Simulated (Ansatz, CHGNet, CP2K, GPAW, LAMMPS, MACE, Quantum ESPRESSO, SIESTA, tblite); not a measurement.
# Amorphous carbon (100 atoms) in CP2K, part 3 of 3

Wanted: CP2K inputs and outputs for amorphous carbon (100 atoms), checked against a plane-wave reference.

Program: CP2K 2026.2; the method stands at each step. Banners, paths, timers and routine set-up lines are dropped from the logs unmarked, and long logs keep their key lines alone; longer cuts are marked.

So far. Step 6 (revPBE, PBE potentials, DZVP-MOLOPT-SR, 450/50 Ry …): Against the first run (2.8 %), the force difference from the reference is 2.8 %, at 0.99 times the CPU time; the model has changed, so this is no error of the program alone. Step 7 (TPSS, PBE potentials, DZVP-MOLOPT-SR, 450/50 Ry …): Against the first run (2.8 %), the force difference from the reference is 4.5 %, at 2.6 times the CPU time; the model has changed, so this is no error of the program alone.

### Step 8. PBE, DZVP-MOLOPT-SR, 630/50 Ry, diagonalisation

Method: Kohn-Sham DFT, PBE, GTH-PBE pseudopotentials, Gaussian and plane waves, DZVP-MOLOPT-SR-GTH, diagonalisation.

Contents of input.inp:

```
&GLOBAL
  PROJECT cell
  RUN_TYPE ENERGY_FORCE
  PRINT_LEVEL LOW
&END GLOBAL
&FORCE_EVAL
  METHOD QS
  STRESS_TENSOR ANALYTICAL
  &DFT
    BASIS_SET_FILE_NAME BASIS_MOLOPT
    POTENTIAL_FILE_NAME GTH_POTENTIALS
    &MGRID
      CUTOFF 630
      REL_CUTOFF 50
      NGRIDS 5
    &END MGRID
    &QS
      EPS_DEFAULT 1.0E-12
    &END QS
    &SCF
      SCF_GUESS ATOMIC
      EPS_SCF 1.0E-06
      MAX_SCF 200
      ADDED_MOS 45
      &DIAGONALIZATION
        ALGORITHM STANDARD
      &END DIAGONALIZATION
      &SMEAR ON
        METHOD FERMI_DIRAC
        ELECTRONIC_TEMPERATURE [K] 580
      &END SMEAR
      &MIXING
        METHOD BROYDEN_MIXING
        ALPHA 0.15
        NBROYDEN 8
      &END MIXING
      &PRINT
        &RESTART OFF
        &END RESTART
      &END PRINT
    &END SCF
    &XC
      &XC_FUNCTIONAL PBE
      &END XC_FUNCTIONAL
    &END XC
    &PRINT
      &MULLIKEN ON
      &END MULLIKEN
      &LOWDIN ON
      &END LOWDIN
      &MO ON
        EIGENVALUES T
        OCCUPATION_NUMBERS T
        MO_INDEX_RANGE 189 212
        &EACH
          QS_SCF 0
        &END EACH
        ADD_LAST NUMERIC
      &END MO
    &END PRINT
  &END DFT
  &SUBSYS
    &CELL
      A 10.46950 0.00000 0.00000
      B 0.00000 10.46950 0.00000
      C 0.00000 0.00000 10.46950
    &END CELL
    &TOPOLOGY
      COORD_FILE_NAME structure.xyz
      COORD_FILE_FORMAT XYZ
    &END TOPOLOGY
    &KIND C
      BASIS_SET DZVP-MOLOPT-SR-GTH-q4
      POTENTIAL GTH-PBE-q4
    &END KIND
  &END SUBSYS
  &PRINT
    &FORCES ON
    &END FORCES
    &STRESS_TENSOR ON
    &END STRESS_TENSOR
  &END PRINT
&END FORCE_EVAL
```

Contents of structure.xyz:

```xyz
100

[... 100 atom lines left out: the same atoms as in the first run ...]
```

Started as:

```console
> OMP_NUM_THREADS=1 mpirun -np 4 cp2k.psmp -i input.inp > output.txt
```

Numbers of over 12 decimals in the logs are rounded to 6 here.

Output:

```text
CP2K| version string:                                       CP2K version 2026.2
 CP2K| Input file name                                                 input.inp
 GLOBAL| Basis set file name                                        BASIS_MOLOPT
 GLOBAL| Potential file name                                      GTH_POTENTIALS
 GLOBAL| Run type                                                   ENERGY_FORCE
 GLOBAL| Total number of message passing processes                             4
 GLOBAL| Number of threads for this process                                    1
[... lines left out ...]
                        Smear method:                                FERMI_DIRAC
[... lines left out ...]
 Number of electrons:                                                        400
[... lines left out ...]
  Step     Update method      Time    Convergence         Total energy    Change
[... lines left out ...]
  *** SCF run converged in    24 steps ***
[... lines left out ...]
  Fermi energy:                                                 0.119604
  Total energy:                                              -565.776098
  Total energy (extrapolated to T->0):                       -565.771629
[... lines left out ...]
 MO| E(Fermi):            0.119604 a.u.          3.254596 eV
[... lines left out ...]
      99     C        1          4.028248                             -0.028248
     100     C        1          3.961322                              0.038678
 # Total charge                            400.000000                  0.000000
 ENERGY| Total FORCE_EVAL ( QS ) energy [hartree]           -565.776134
 FORCES| Atomic forces [hartree/bohr]
 FORCES|   Atom     x               y               z               |f|
 FORCES|      1  1.73441740E-03  2.69570355E-02 -1.48297914E-02   3.08157863E-02
 FORCES|      2  4.08045801E-02  1.56613365E-02 -2.17169522E-03   4.37607984E-02
 FORCES|      3 -1.79303952E-03 -1.56320710E-02 -3.67746268E-02   3.99993727E-02
[...]
FORCES|     99 -2.83511098E-03  7.26541022E-02 -2.35894009E-02   7.64402790E-02
 FORCES|    100 -5.30017633E-03 -1.90730815E-02 -7.12889996E-02   7.39864567E-02
 FORCES| Sum     2.53767422E-05 -1.92003772E-05 -1.44515672E-04
 FORCES| Total atomic force                                       1.47977745E-04
 STRESS| Analytical stress tensor [bar]
 STRESS|                        x                   y                   z
 STRESS|      x       -1.59077742307E+05  -2.54501641078E+04  -3.00221990504E+04
 STRESS|      y       -2.54501641078E+04  -1.05337464211E+05  -1.73767654318E+04
 STRESS|      z       -3.00221990504E+04  -1.73767654318E+04  -1.31959133282E+05
 STRESS| 1/3 Trace                                            -1.32124779933E+05
```

The job ended after 1.8 min (4 MPI ranks of Arm Neoverse V2, shared host; peak memory 4 GiB).

Compared with the plane-wave run:

* r.m.s. force component: 1.442 eV/Å
* r.m.s. difference of force components: 39.78 meV/Å
* longest difference of force vectors: 186.4 meV/Å
* force difference over r.m.s. force: 2.791 %
* slope of forces against the reference's: 1.011
* correlation of force components: 0.9997
* pressure: -13.21 GPa
* pressure difference: 0.4434 GPa
* energy less the same-level run's: 0.0013 meV/atom
* r.m.s. force difference from the same-level run: 0.68 meV/Å

Against the first run (2.8 %), the force difference from the reference is 2.8 %, at 1.4 times the CPU time: the change moves forces by 0.68 meV/Å r.m.s., so most of the difference comes from elsewhere.

### Step 9. Side by side

Differences are against the plane-wave reference, forces as r.m.s. over components; share is that over the reference's r.m.s. force, slope the least-squares factor from reference forces to these. Total energies of different programs have different zeros and aren't compared.

| run | Δ force, r.m.s. (meV/Å) | share (%) | slope | Δ pressure (GPa) | cores | CPU time | memory (GiB) |
| --- | --- | --- | --- | --- | --- | --- | --- |
| reference | - | - | - | - | 8 | 45 s | 1.3 |
| CP2K PBE, DZVP-MOLOPT-SR, 450/50 Ry, diagonalisation | 39.8 | 2.79 | 1.011 | 0.444 | 4 | 5.2 min | 2.8 |
| CP2K PBE, TZVP-MOLOPT, 450/50 Ry, diagonalisation | 23.6 | 1.66 | 1.002 | 0.429 | 4 | 68 min | 3.4 |
| CP2K PBE, SZV-MOLOPT-SR, 450/50 Ry, diagonalisation (coarse) | 517 | 36.3 | 1.304 | 5.19 | 1 | 3 min | 1.8 |
| CP2K PBE, DZVP-MOLOPT-SR, 450/20 Ry, diagonalisation (coarse) | 48.5 | 3.40 | 1.013 | 0.756 | 4 | 3.6 min | 2.8 |
| CP2K revPBE, PBE potentials, DZVP-MOLOPT-SR, 450/50 Ry, diagonalisation | 39.5 | 2.77 | 1.015 | 1.19 | 4 | 5.1 min | 2.8 |
| CP2K TPSS, PBE potentials, DZVP-MOLOPT-SR, 450/50 Ry, diagonalisation | 64.7 | 4.54 | 1.035 | 0.831 | 4 | 13 min | 2.9 |
| CP2K PBE, DZVP-MOLOPT-SR, 630/50 Ry, diagonalisation | 39.8 | 2.79 | 1.011 | 0.443 | 4 | 7 min | 4.0 |

Rows marked coarse were listed beforehand as settings not expected to be converged; some can still land near the reference.

CPU time is summed over cores on a shared host, where runs went side by side, so it is rough. Symmetry, cutoffs, thresholds, outputs and thread counts weren't matched or tuned between programs; memory under MPI is the largest rank's times the ranks.

Within one program, basis, potentials and functional, energies share a zero. Each run against its twin at the usual cutoff or grid and solver:

| run | twin | Δ energy (meV/atom) | Δ force, r.m.s. (meV/Å) | CPU time over the twin's |
| --- | --- | --- | --- | --- |
| CP2K PBE, DZVP-MOLOPT-SR, 450/20 Ry, diagonalisation | DZVP-MOLOPT-SR, 450/50 Ry, diagonalisation | -4.07 | 26.4 | 0.69 |
| CP2K PBE, DZVP-MOLOPT-SR, 630/50 Ry, diagonalisation | DZVP-MOLOPT-SR, 450/50 Ry, diagonalisation | 0.0013 | 0.68 | 1.4 |

Further runs of this program without a result: CP2K SCC-DFTB, diagonalisation (not converged); CP2K GFN1-xTB, diagonalisation (not converged).

### Step 10. Outcome

| Item | Value |
| --- | --- |
| nearest in forces | CP2K PBE, TZVP-MOLOPT, 450/50 Ry, diagonalisation, 1.7 % |
| its CPU time | 68 min |

The PBE runs in local orbitals, coarse settings apart, differ by 1.7 % (CP2K PBE, TZVP-MOLOPT, 450/50 Ry, diagonalisation) to 2.8 % (CP2K PBE, DZVP-MOLOPT-SR, 450/50 Ry, diagonalisation); basis, grid and potentials can all enter. Rows with another functional or a dispersion term differ by 2.8 % (CP2K revPBE, PBE potentials, DZVP-MOLOPT-SR, 450/50 Ry, diagonalisation) to 4.5 % (CP2K TPSS, PBE potentials, DZVP-MOLOPT-SR, 450/50 Ry, diagonalisation), which mixes the change of model with differences of basis and potentials, some of them made for another functional. Runs with settings chosen to be coarse differ by 3.4 % (CP2K PBE, DZVP-MOLOPT-SR, 450/20 Ry, diagonalisation) to 36 % (CP2K PBE, SZV-MOLOPT-SR, 450/50 Ry, diagonalisation), their programs' other errors included. None of the electronic-structure runs in the table takes under half the reference's CPU time of 45 s; they take 4.0 to 91 times as much. CP2K PBE, SZV-MOLOPT-SR, 450/50 Ry, diagonalisation stiffens the forces by a factor of 1.30 while following their directions (correlation 0.989); the slopes of the 7 CP2K runs lie between 1.00 and 1.30. In pressure, CP2K PBE, SZV-MOLOPT-SR, 450/50 Ry, diagonalisation misses by +5.2 GPa, at the same functional. The quench rate of 100 K/ps is many orders above laboratory rates, so the cell is likely richer in defects and strain than a real sample. The network of bonds at the start is that of the classical potential that made the cell, and needn't be the one that DFT or experiment would give. The reference's stress is far from hydrostatic: its diagonal is -16.3, -11.0, -13.7 GPa, compression counted positive. The electronic-structure runs sample only Γ, in a cell whose shortest periodic width is 10 Å, which is coarse for a cell with partly filled levels.

[Also dropped from logs without a mark: logging warnings of Python, and SIESTA's first energy breakdown and zero terms.]

[Logs are printed without paths, hosts, clocks, repeated set-up lines and the standing remarks that a program may print on its own settings, such as how far it seeks lower states.]

[Hosts, paths, dates, database ids (printed as entryN), source tags and the programs' standing remarks are cut or masked in the printed files.]
